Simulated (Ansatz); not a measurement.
# Which site? Si in place of C in a frame of glassy nearly rigid carbon from 4800 K (160 atoms): runs compared

At which site of a frame of glassy nearly rigid carbon from 4800 K (160 atoms) does Si in place of C cost least, and what about the site decides it?

Computed with Ansatz 0.2.0: Kohn-Sham DFT, PBE, PAW (set soft_2), plane waves.

### 1. The cell as built

The cell holds 160 atoms: 160 C. Its edges and angles: a = 12.112 Å, b = 12.112 Å, c = 12.112 Å, α = 90.0°, β = 90.0°, γ = 90.0°. 160 atoms (160 C) placed at random at 1.8 g/cm³, melted at 5500 K for 10 ps at fixed volume with the LCBOP (Los and Fasolino, Phys. Rev. B 68, 024107 (2003)). Snapshot at the end of a hold of 5 ps at 4800 K and fixed volume.

Limits known from the start: The starting topology of bonds comes from the classical model, and needn't be the one that DFT or experiment would give. Sampling is at Γ alone, for a cell whose shortest periodic width is 12 Å.

### 2. The reference run

The reference is a single point at the end of the relaxation.

Every defect cell starts from the geometry of this run and is relaxed in the fixed cell.

Its input, with most atom lines left out:

```yaml
crystal:
  lattice:
    - [12.1119, 0.0, 0.0]
    - [0.0, 12.1119, 0.0]
    - [0.0, 0.0, 12.1119]
  atoms:
    - { symbol: C, position: [0.63714, 0.89831, 0.48642] }
    - { symbol: C, position: [0.85764, 0.63343, 0.80622] }
    - { symbol: C, position: [0.40548, 0.29996, 0.03154] }
    - { symbol: C, position: [0.15374, 0.29224, 0.40331] }
    - { symbol: C, position: [0.98008, 0.74702, 0.16873] }
    - { symbol: C, position: [0.7798, 0.0257, 0.55693] }
    - { symbol: C, position: [0.8974, 0.11093, 0.24499] }
    [... atom lines 8 to 160 left out ...]
kpoints:
  mp_grid: { grid: [1, 1, 1] }
hamiltonian:
  xc: pbe
scf:
  occupations: { method: fermi_dirac, width: 0.025 }
output:
  forces: true
  stress: true
  populations: intrinsic
  dos:
    method: { smearing: { sigma: 0.15 } }
    de: 0.1
    projected: { site_lists: { C: [C] } }
  eigenvalues: true
  write_density: true
  write_potential: true
  volumetric_format: npy
```

```
free energy per atom   : -249.9910 eV/atom
r.m.s. force component : 0.00829 eV/Å
pressure               : -9.866 GPa
```

Filled and empty levels are parted by 0.229 eV (at Γ alone); a semilocal functional tends to put such gaps too low. In a disordered cell it changes from sample to sample, and tail or defect levels can set it.

### 3. The runs

Each row is one run, on 4 threads of Arm Neoverse V2, shared host. The free energy is the program's total, comparable only between runs with the same functional, potentials and atoms.

```
                                 run  atoms                outcome  ionic steps, all passes  free energy (eV)     time  host memory (GiB)
           Single point at the start    160              converged                        -        -39896.946     34 s                2.4
                          Relaxation    160              converged                       23        -39998.564  7.8 min                2.4
Single point at the relaxed geometry    160              converged                        -        -39998.564     49 s                2.4
        Si on a site of C, site C159    160              converged                       13        -40384.809  6.8 min                2.5
         Si on a site of C, site C74    160              converged                        7        -40384.872  3.7 min                2.5
          Si on a site of C, site C4    160              converged                       15        -40383.438  7.1 min                2.5
         Si on a site of C, site C38    160              converged                       25        -40384.187   12 min                2.5
        Si on a site of C, site C158    160  cut at the time limit                        7        -40384.148  3.9 min                2.5
```

In some runs the program notes that the exchange-correlation potential is rough where the density is thin.

The surroundings of site C74, the cheapest one, after relaxation, nearest first, numbered as they follow in the input and with coordinates relative to it.

```
atom      x      y      z  distance (Å)  bonds
Si74   0.01   0.03  -0.04          0.05      4
 C56   1.03  -1.47  -0.42          1.85      3
 C80   1.20   1.14   0.85          1.86      3
 C86  -1.28  -0.90   1.06          1.89      4
 C76  -0.82   1.09  -1.34          1.91      3
 C84   0.83  -2.36   0.77          2.62      3
 C45  -0.65  -2.33   1.07          2.64      3
 C70   1.19   0.88   2.23          2.68      3
 C30   1.93   1.89  -0.28          2.72      3
C114  -2.18   0.59  -1.52          2.72      3
```

The column of bonds counts only the pairs C-C within 1.85 Å, C-Si within 2.28 Å; other neighbours, such as metal atoms beside each other in a compound, aren't counted, and periodic images can show an atom twice.

### 4. The sites compared

All these cells hold the same atoms, so their energies can be compared with no chemical potential.

```
  site  neighbours  mean distance (Å)  atoms within 6 Å  energy over the best site (eV)  before relaxation (eV)  gain on relaxing (eV)
   C74          C4               1.63                87                            0.00                    0.00                   4.48
  C159          C2               1.36                85                            0.06                    6.59                  11.01
   C38          C3               1.45                74                            0.68                    6.66                  10.46
C158 *          C3               1.48                86                            0.72                    4.25                   8.01
    C4          C3               1.48                77                            1.43                    4.69                   7.74
```

* The relaxation didn't finish, so this cell's energy would fall further, and differences against it can move either way. Neighbours are those of the relaxed host within 1.85 Å (C-C); other pairs aren't counted.

### 5. Outcome

The cheapest site is C74 (4 neighbours, C4); the dearest, C4 (3 neighbours, C3), costs 1.4 eV more. By coordination the energies over the best site are 0.06 eV with 2 neighbours, 0.68 to 1.43 eV with 3 neighbours and 0.00 eV with 4 neighbours. Relaxation gains 4.5 to 11 eV and leaves the best site the same.

**Limits.** Defects are neutral and interact with their images. In a disordered cell the relaxation can also rearrange atoms far from the site. Only 5 of the 160 C sites were tried; unless symmetry makes the others alike to these, a cheaper one may exist. The stress is far from hydrostatic: its diagonal is -13.0, -9.7, -6.8 GPa, compression counted positive. The pressure of -9.9 GPa shows the cell to be stretched for this functional.

The DFT runs together took 43 min of wall time.

[Logs are printed without paths, hosts, clocks, repeated set-up lines and the standing remarks that a program may print on its own settings, such as how far it seeks lower states.]

[Hosts, paths, dates, database ids (printed as entryN), source tags and the programs' standing remarks are cut or masked in the printed files.]
